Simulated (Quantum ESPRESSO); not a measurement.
# Magnetic state of NiSO4 from several starts, part 2 of 2

A self-consistent run ends on one state, which hangs on the start. Several orders of NiSO4 are started in Quantum ESPRESSO and their energies compared.

Quantum ESPRESSO 7.5; PBEsol; plane waves with GBRV 1.5 PBEsol potentials, no spin-orbit coupling.

So far, absolute magnetization (μB): step 2 (run 1, typed as ferro ++) 4.13.

## Step 3: Run 2 (antiferro +−)

Contents of pw.in:

```
&CONTROL
  calculation = 'scf'
  prefix = 'pwscf'
  outdir = './tmp'
  pseudo_dir = './pseudo'
  disk_io = 'nowf'
/
&SYSTEM
  ibrav = 0
  celldm(1) = 8
  nat = 12
  ntyp = 4
  ecutwfc = 40
  ecutrho = 280
  nbnd = 63
  occupations = 'smearing'
  smearing = 'fd'
  degauss = 0.00367493
  nspin = 2
  starting_magnetization(1) = 0.1111
  starting_magnetization(2) = -0.1111
  starting_magnetization(3) = 0
  starting_magnetization(4) = 0
/
&ELECTRONS
  conv_thr = 2.4d-08
  electron_maxstep = 150
  mixing_beta = 0.3
/
ATOMIC_SPECIES
Ni1    58.6934 ni_pbesol_v1.4.uspp.F.UPF
Ni2    58.6934 ni_pbesol_v1.4.uspp.F.UPF
S      32.0600 s_pbesol_v1.4.uspp.F.UPF
O      15.9990 o_pbesol_v1.2.uspp.F.UPF
CELL_PARAMETERS alat
   0.6088461357779   -0.9262020168322    0.0000000000000
   0.6088461357779    0.9262020168322    0.0000000000000
   0.0000000000000    0.0000000000000    1.4971355222348
ATOMIC_POSITIONS crystal
Ni1     0.0000000000    0.0000000000    0.0000000000
Ni2     0.0000000000    0.0000000000    0.5000000000
S       0.6400000000    0.3600000000    0.2500000000
S       0.3600000000    0.6400000000    0.7500000000
O       0.7500000000    0.2500000000    0.0500000000
O       0.2500000000    0.7500000000    0.5500000000
O       0.2500000000    0.7500000000    0.9500000000
O       0.7500000000    0.2500000000    0.4500000000
O       0.7700000000    0.7300000000    0.2500000000
O       0.2300000000    0.2700000000    0.7500000000
O       0.7300000000    0.7700000000    0.7500000000
O       0.2700000000    0.2300000000    0.2500000000
K_POINTS automatic
6 6 6 0 0 0
```

Launch:

```sh
$ OMP_NUM_THREADS=1 mpirun -n 4 pw.x -nk 4 -in pw.in > pw.out
```

The program printed:

```text
[banner, memory and clock lines left out]
Program PWSCF v.7.5 starts

     Message from routine setup:
     using ibrav=0 with symmetry is DISCOURAGED, use correct ibrav instead

     bravais-lattice index     =            0
     lattice parameter (alat)  =       8.0000  a.u.
     unit-cell volume          =     864.5186 (a.u.)^3
     number of atoms/cell      =           12
     number of atomic types    =            4
     number of electrons       =        96.00
     number of Kohn-Sham states=           63
     kinetic-energy cutoff     =      40.0000  Ry
     charge density cutoff     =     280.0000  Ry
     scf convergence threshold =      2.4E-08
     mixing beta               =       0.3000
     number of iterations used =            8  plain     mixing
     Exchange-correlation= SLA  PW   PSX  PSC
                           (   1   4  10   8   0   0   0)

     celldm(1)=   8.000000  celldm(2)=   0.000000  celldm(3)=   0.000000
     celldm(4)=   0.000000  celldm(5)=   0.000000  celldm(6)=   0.000000

     crystal axes: (cart. coord. in units of alat)
               a(1) = (   0.608846  -0.926202   0.000000 )
               a(2) = (   0.608846   0.926202   0.000000 )
               a(3) = (   0.000000   0.000000   1.497136 )

     reciprocal axes: (cart. coord. in units 2 pi/alat)
               b(1) = (  0.821226 -0.539839  0.000000 )
               b(2) = (  0.821226  0.539839 -0.000000 )
               b(3) = ( -0.000000  0.000000  0.667942 )

     PseudoPot. # 1 for Ni read from file:
     ni_pbesol_v1.4.uspp.F.UPF
     Pseudo is Ultrasoft + core correction, Zval = 18.0

     PseudoPot. # 2 for Ni read from file:
     ni_pbesol_v1.4.uspp.F.UPF
     Pseudo is Ultrasoft + core correction, Zval = 18.0

     PseudoPot. # 3 for S  read from file:
     s_pbesol_v1.4.uspp.F.UPF
     Pseudo is Ultrasoft + core correction, Zval =  6.0

     PseudoPot. # 4 for O  read from file:
     o_pbesol_v1.2.uspp.F.UPF
     Pseudo is Ultrasoft + core correction, Zval =  6.0

     atomic species   valence    mass     pseudopotential
     Ni1              18.00    58.69340     Ni( 1.00)
     Ni2              18.00    58.69340     Ni( 1.00)
     S                 6.00    32.06000     S ( 1.00)
     O                 6.00    15.99900     O ( 1.00)

     Starting magnetic structure
     atomic species   magnetization
     Ni1             0.111
     Ni2            -0.111
     S               0.000
     O               0.000

      4 Sym. Ops., with inversion, found

   Cartesian axes

     site n.     atom                  positions (alat units)
         1        Ni1    tau(   1) = (   0.0000000   0.0000000   0.0000000  )
         2        Ni2    tau(   2) = (   0.0000000   0.0000000   0.7485678  )
         3        S      tau(   3) = (   0.6088461  -0.2593366   0.3742839  )
         4        S      tau(   4) = (   0.6088461   0.2593366   1.1228516  )
         5        O      tau(   5) = (   0.6088461  -0.4631010   0.0748568  )
         6        O      tau(   6) = (   0.6088461   0.4631010   0.8234245  )
         7        O      tau(   7) = (   0.6088461   0.4631010   1.4222787  )
         8        O      tau(   8) = (   0.6088461  -0.4631010   0.6737110  )
         9        O      tau(   9) = (   0.9132692  -0.0370481   0.3742839  )
        10        O      tau(  10) = (   0.3044231   0.0370481   1.1228516  )
        11        O      tau(  11) = (   0.9132692   0.0370481   1.1228516  )
        12        O      tau(  12) = (   0.3044231  -0.0370481   0.3742839  )

     number of k points=    68  Fermi-Dirac smearing, width (Ry)=  0.0037
                       cart. coord. in units 2pi/alat
        k(    1) = (   0.0000000   0.0000000   0.0000000), wk =   0.0046296
        k(    2) = (   0.0000000   0.0000000   0.1113237), wk =   0.0092593
        k(    3) = (   0.0000000   0.0000000   0.2226474), wk =   0.0092593
        k(    4) = (   0.0000000   0.0000000  -0.3339711), wk =   0.0046296
        k(    5) = (   0.1368709   0.0899732   0.0000000), wk =   0.0185185
        [... 63 further k-points ...]

     Dense  grid:    68401 G-vectors     FFT dimensions: (  48,  48,  64)

     Smooth grid:    29479 G-vectors     FFT dimensions: (  36,  36,  50)

     Check: negative core charge=   -0.000007
     Generating pointlists ...
     new r_m :   0.1935 (alat units)  1.5481 (a.u.) for type    1
     new r_m :   0.1935 (alat units)  1.5481 (a.u.) for type    2
     new r_m :   0.1494 (alat units)  1.1952 (a.u.) for type    3
     new r_m :   0.1494 (alat units)  1.1952 (a.u.) for type    4

     Initial potential from superposition of free atoms

     starting charge      91.9999, renormalised to      96.0000
     Starting wfcs are   66 randomized atomic wfcs

     Self-consistent Calculation

     iteration #  1     ecut=    40.00 Ry     beta= 0.30
     Davidson diagonalization with overlap
     ethr =  1.00E-02,  avg # of iterations =  4.2

     total energy              =    -987.68459800 Ry
     estimated scf accuracy    <      14.05888891 Ry

     total magnetization       =     0.00 Bohr mag/cell
     absolute magnetization    =     4.16 Bohr mag/cell

     iteration #  2     ecut=    40.00 Ry     beta= 0.30
     Davidson diagonalization with overlap
     ethr =  1.00E-02,  avg # of iterations =  2.9

     total energy              =    -990.41828680 Ry
     estimated scf accuracy    <      12.37658574 Ry

     total magnetization       =     0.00 Bohr mag/cell
     absolute magnetization    =     0.37 Bohr mag/cell

     [... further iterations left out ...]

     iteration # 13     ecut=    40.00 Ry     beta= 0.30
     Davidson diagonalization with overlap
     ethr =  3.73E-10,  avg # of iterations =  4.0

     total energy              =    -991.79956445 Ry
     estimated scf accuracy    <       0.00000008 Ry

     total magnetization       =    -0.00 Bohr mag/cell
     absolute magnetization    =     3.60 Bohr mag/cell

     iteration # 14     ecut=    40.00 Ry     beta= 0.30
     Davidson diagonalization with overlap
     ethr =  8.01E-11,  avg # of iterations =  2.1

     Magnetic moment per site  (integrated on atomic sphere of radius R)
     atom   1 (R=0.194)  charge= 15.3965  magn=  1.5088
     atom   2 (R=0.194)  charge= 15.3965  magn= -1.5088
     atom   3 (R=0.149)  charge=  1.3673  magn= -0.0000
     atom   4 (R=0.149)  charge=  1.3673  magn= -0.0000
     atom   5 (R=0.149)  charge=  4.1933  magn=  0.0213
     atom   6 (R=0.149)  charge=  4.1933  magn= -0.0213
     atom   7 (R=0.149)  charge=  4.1933  magn=  0.0213
     atom   8 (R=0.149)  charge=  4.1933  magn= -0.0213
     atom   9 (R=0.149)  charge=  4.1715  magn=  0.0000
     atom  10 (R=0.149)  charge=  4.1715  magn=  0.0000
     atom  11 (R=0.149)  charge=  4.1715  magn=  0.0000
     atom  12 (R=0.149)  charge=  4.1715  magn=  0.0000

     End of self-consistent calculation

     Number of k-points >= 100: set verbosity='high' to print the bands.

     the Fermi energy is     7.7608 ev

!    total energy              =    -991.79956610 Ry
     estimated scf accuracy    <          9.9E-09 Ry
     smearing contrib. (-TS)   =      -0.00000141 Ry
     internal energy E=F+TS    =    -991.79956469 Ry

     The total energy is F=E-TS. E is the sum of the following terms:
     one-electron contribution =    -700.30617288 Ry
     hartree contribution      =     397.86976354 Ry
     xc contribution           =    -144.86148123 Ry
     ewald contribution        =    -544.50167412 Ry

     total magnetization       =    -0.00 Bohr mag/cell
     absolute magnetization    =     3.60 Bohr mag/cell

     convergence has been achieved in  14 iterations
```

The job ended after 4 min (4 MPI ranks of Arm Neoverse V1, shared host; peak memory 1.2 GiB; 16 min of CPU time).

Spin moment in the atom's sphere by atom:

| atom | spin moment in the atom's sphere (μB) |
| --- | --- |
| Ni1 | 1.51 |
| Ni2 | -1.51 |
| S3 | 0.00 |
| S4 | 0.00 |
| O5 | 0.02 |
| O6 | -0.02 |
| O7 | 0.02 |
| O8 | -0.02 |
| O9 | 0.00 |
| O10 | 0.00 |
| O11 | 0.00 |
| O12 | 0.00 |

Numbers from this step:

```yaml
smearing_term_ts: 1.92e-5 eV
magnetization: 0 μB
absolute_magnetization: 3.596 μB
final_state: antiferromagnetic
```

## Step 4: The states side by side

An order is kept where moments of 0.15 μB or more survive with the typed signs; meshes match where a doubled cell samples the same k points as the first cell.

Orders:

| start | final state | typed order kept | energy over the lowest (meV a seeded atom) | largest site moment (μB) | net moment (μB a cell of the first run) | mesh matched | CPU time (s) |
| --- | --- | --- | --- | --- | --- | --- | --- |
| ferro ++ | ferromagnetic | yes | 62.35 | 1.578 | 4 | yes | 723.3 |
| antiferro +- | antiferromagnetic | yes | 0 | 1.509 | 0 | yes | 957.6 |

## Step 5: Outcome

| Item | Value |
| --- | --- |
| lowest state found | antiferromagnetic (from antiferro +-) |
| largest site moment | 1.51 μB |
| next state with moments | ferromagnetic, 62.3 meV a seeded atom higher |

In words: Only these 2 starts were compared; other wavevectors, canted and longer-period orders were not. No Hubbard term acts here. In such compounds local and semilocal functionals without one often delocalise the d electrons, and can shrink or lose moments and miss the size, sign and order of the couplings.

[Logs and program files are shortened in this print: banners, set-up blocks, solver, clock and traceback lines can be left out without a mark of their own.]

[Logs are printed without paths, hosts, clocks, repeated set-up lines and the standing remarks that a program may print on its own settings, such as how far it seeks lower states.]

[Hosts, paths, dates, database ids (printed as entryN), source tags and the programs' standing remarks are cut or masked in the printed files.]

[Where a cell is said to come from a database of computed structures, the database is the Materials Project.]
